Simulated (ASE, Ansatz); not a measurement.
# Localised basis functions on Σ7 (111) twist boundary in Li (204 atoms), part 2 of 2

Wanted: errors and times of a linear-scaling basis for Σ7 (111) twist boundary in Li (204 atoms). A setting counts as converged where the r.m.s. difference of forces stays under 1 % of the r.m.s. force.

Ansatz 0.2.0; Kohn-Sham DFT, PBE, PAW (set soft_2), plane waves.

The cell: 204 Li. The host structure and its lattice constant were typed by rule, without a check against the phase diagram. Sampling is at Γ alone, for a cell whose shortest periodic width is 11 Å.

So far. Step 2 (Plane-wave single point): Löwdin charges run from +0.05 to +0.14 e, about a mean that is the spilled charge alone. Among metals such projection charges depend strongly on the orbitals used and are no measure of ionicity.

### 3. Local order (continued)

Local excerpt of 12 atoms (numbers count through the whole input) about Li113, whose charge lies farthest from its element's mean; x, y, z are measured from there.

| atom | x | y | z | distance (Å) | Löwdin charge (e) | Fx | Fy | Fz (eV/Å) |
| --- | --- | --- | --- | --- | --- | --- | --- | --- |
| Li113 | 0.00 | 0.00 | 0.00 | 0.00 | 0.14 | -0.009 | 0.096 | -0.135 |
| Li134 | 0.00 | 0.03 | 2.99 | 2.99 | 0.09 | 0.041 | 0.006 | 0.002 |
| Li117 | 2.79 | -0.52 | 0.94 | 2.99 | 0.08 | 0.031 | 0.028 | 0.012 |
| Li129 | -1.88 | -2.15 | 0.95 | 3.01 | 0.08 | 0.013 | -0.036 | -0.016 |
| Li135 | -0.94 | 2.71 | 0.99 | 3.03 | 0.12 | -0.001 | 0.005 | -0.026 |
| Li112 | 0.95 | -2.70 | -1.06 | 3.05 | 0.10 | -0.009 | 0.006 | -0.086 |
| Li111 | -2.80 | 0.57 | -1.05 | 3.05 | 0.11 | 0.066 | -0.445 | 0.499 |
| Li118 | 1.89 | 2.21 | -1.09 | 3.11 | 0.11 | 0.015 | 0.047 | -0.059 |
| Li130 | -2.80 | 0.52 | 1.96 | 3.46 | 0.07 | -0.018 | 0.057 | 0.057 |
| Li133 | 0.95 | -2.71 | 1.99 | 3.49 | 0.06 | -0.011 | 0.037 | 0.012 |
| Li139 | 1.91 | 2.21 | 1.99 | 3.53 | 0.07 | -0.024 | -0.036 | -0.033 |
| Li114 | -0.94 | 2.73 | -2.08 | 3.56 | 0.09 | 0.245 | 0.472 | 0.832 |

### 4. Support functions medium

The cell is solved in localised support functions.

This step: Kohn-Sham DFT, PBE, PAW (set soft_2), localised support functions (medium) (Ansatz 0.2.0).

File input.yaml:

```yaml
crystal:
  lattice:
    - [13.13322, 0.0, 0.0]
    - [-6.56661, 11.3737, 0.0]
    - [0.0, 0.0, 30.59749]
  atoms:
    [... the 204 atom lines of step 2 ...]
kpoints:
  mp_grid: { grid: [1, 1, 1] }
hamiltonian:
  xc: pbe
scf:
  occupations: { method: cold, width: 0.15 }
  eigensolver: { kind: { support_functions: { accuracy: medium } } }
  mixing: { beta: 0.2 }
  max_iter: 150
output:
  forces: true
```

Command:

```console
> ansatz run input.yaml --threads 8 --pin off --max-ram 15872MiB --backend cpu --events-out ev --progress --plain --runs-dir out
```

Numbers of over 12 decimals in the logs are rounded to 6 here.

The log of the run:

```text
Warning: scf.eigensolver.kind.support_functions: disabling space-group detection — the functions' gradient is summed over unrotated k-points, so no spatial operation reduces the k-mesh or symmetrises the density; time reversal is kept, so that k and −k are solved as one point where they differ and the mesh holds both, and exact exchange and, on two spinor components, a DFT+U term hold to it where the run has them: [...]
settings of this run that can trade accuracy for cost: scf.eigensolver.kind.support_functions [...]
[...]
Crystal: 204 atoms, lattice volume = 4570.448 Å³
Basis set: ecut = 420 eV, 89245 PW (Γ), exchange–correlation on 180×180×432 points (8 copies of the dense FFT grid, shifted against one another)
Bands: 368, of which v1, the nominal top of the filled ones, is band 306 counted from 1 (305 counted from 0)
Symmetry: 1 space group operations
k-points: 1
[...]
SCF iter   1: F=—  HF=-41729.210003 eV  |F-HF|=—  |Δ(HF+E_count)|=         —  Δρ=7.34e-3  dr2=5.98e1  ethr=1.00e-1
[...]
SCF iter  13: F=-41740.386540 eV  HF=-41740.386541 eV  |F-HF|=1.18e-6  |Δ(HF+E_count)|=   4.89e-6  S|Δr|=    0.00e0  Δρ=2.48e-6  dr2=1.77e-6  ethr=1.83e-9
SCF 1 converged in 13 iterations: F = -41740.389769 eV  dr2 = 1.77e-6
[...]
SCF converged after 13 iterations
[...]
Free energy (F): -41740.389769 eV
[...]
Internal energy: -41740.093427 eV  (E = F + TS)
E sigma→0 (E₀):  -41740.290988 eV
Entropy (-TS):   -0.296342 eV (-1.453 meV/atom)
Fermi energy:    0.723396 eV
[...]
--- Forces (eV/Å), atoms counted from 1 ---
  atom   1  Li    -0.38529794    -0.27965574     0.96891650
  atom   2  Li    -0.10980157     0.47781826     0.82082394
  atom   3  Li    -0.01833583    -0.08846028    -0.10199664
  atom   4  Li    -0.02765563     0.03848713    -0.15065044
  atom   5  Li    -0.07962735     0.00478645    -0.15120558
  atom   6  Li    -0.01018354    -0.43866234     0.71078499
  atom   7  Li     0.44386602    -0.11172081     0.80357735
  atom   8  Li     0.06581943    -0.01791552    -0.10054345
  atom   9  Li     0.01168523     0.05145447    -0.18962440
  atom  10  Li    -0.03008738     0.01800192    -0.09498822
  atom  11  Li     0.03785524    -0.01399142    -0.03972010
  atom  12  Li     0.01338191    -0.00483611    -0.02970134
  atom  13  Li     0.00737947    -0.01358048    -0.03380241
  atom  14  Li    -0.01006267     0.04550123     0.00006806
[...]
atom 203  Li    -0.07320162    -0.13132710     0.08254523
  atom 204  Li    -0.19645202    -0.40168397    -0.76557257
  max |Σ_I F_I| component: 4.59e-1 eV/Å
--- Band table (eV) ---
[...]
guard bands above this table: 35 of the run's 368 bands (output.publish_guard_bands: true publishes all)
[...]
```

Elapsed: 73 s, on 8 threads of Intel Xeon Platinum 8488C (Sapphire Rapids), shared host; peak memory 5.5 GiB.

The program notes that the band table was not solved further than the SCF left it, the forces don't sum to zero within tolerance and it switched symmetry off.

Keys that differ from the reference: support_functions.accuracy = "medium", scf.max_iter = 150 and scf.mixing.beta = 0.2.

Forces differ from the reference by 1.5 meV/Å r.m.s., 0.87 % of their size, within a tolerance of 1 %; the energy by -0.13 meV/atom. It took 73 s and 13 cycles; the reference's time can't be set against it, since the two runs asked for unlike analyses.

### 5. Cost against change

Differences are against the plane-wave reference (Kohn-Sham DFT, PBE, PAW (set soft_2), plane waves), whose r.m.s. force component is 0.177 eV/Å. Energies are set beside the reference only for runs with its functional, potentials and electron count. Times are for 8 threads of Intel Xeon Platinum 8488C (Sapphire Rapids), shared host. The reference's time includes the DOS, the stress and grids, which some other runs skip.

| run | Δ force, r.m.s. (meV/Å) | share of r.m.s. force (%) | Δ energy (meV/atom) | cycles | time | host memory (GiB) |
| --- | --- | --- | --- | --- | --- | --- |
| reference | - | - | - | 9 | 29 s | 5.7 |
| support functions medium | 1.54 | 0.873 | -0.135 | 13 | 73 s | 5.5 |

### 6. Summary of results

```json
{
  "free energy per atom": "-204.6096 eV/atom",
  "density": "0.5144 g/cm³",
  "pressure": "-0.6701 GPa",
  "r.m.s. force component": "0.1768 eV/Å",
  "wall time of the 2 DFT runs": "1.7 min"
}
```

Against plane waves at 420 eV, the forces differ by 1.5 meV/Å (0.87 %) with support functions medium. At 204 atoms the run with support functions medium takes roughly 2.5 times the time of plane waves (whose run also made extra analyses, so the like-for-like ratio is larger), in 13 SCF cycles against 9. Differences between support functions and plane waves include what basis error the plane-wave run still has.

17 levels are partly filled, by over 2 % (at Γ alone), as in a metal.

Caveats: The geometry was built by rule, was displaced at random and isn't relaxed at this level: its force components are 0.18 eV/Å r.m.s.

[Logs are printed without paths, hosts, clocks, repeated set-up lines and the standing remarks that a program may print on its own settings, such as how far it seeks lower states.]

[Hosts, paths, dates, database ids (printed as entryN), source tags and the programs' standing remarks are cut or masked in the printed files.]
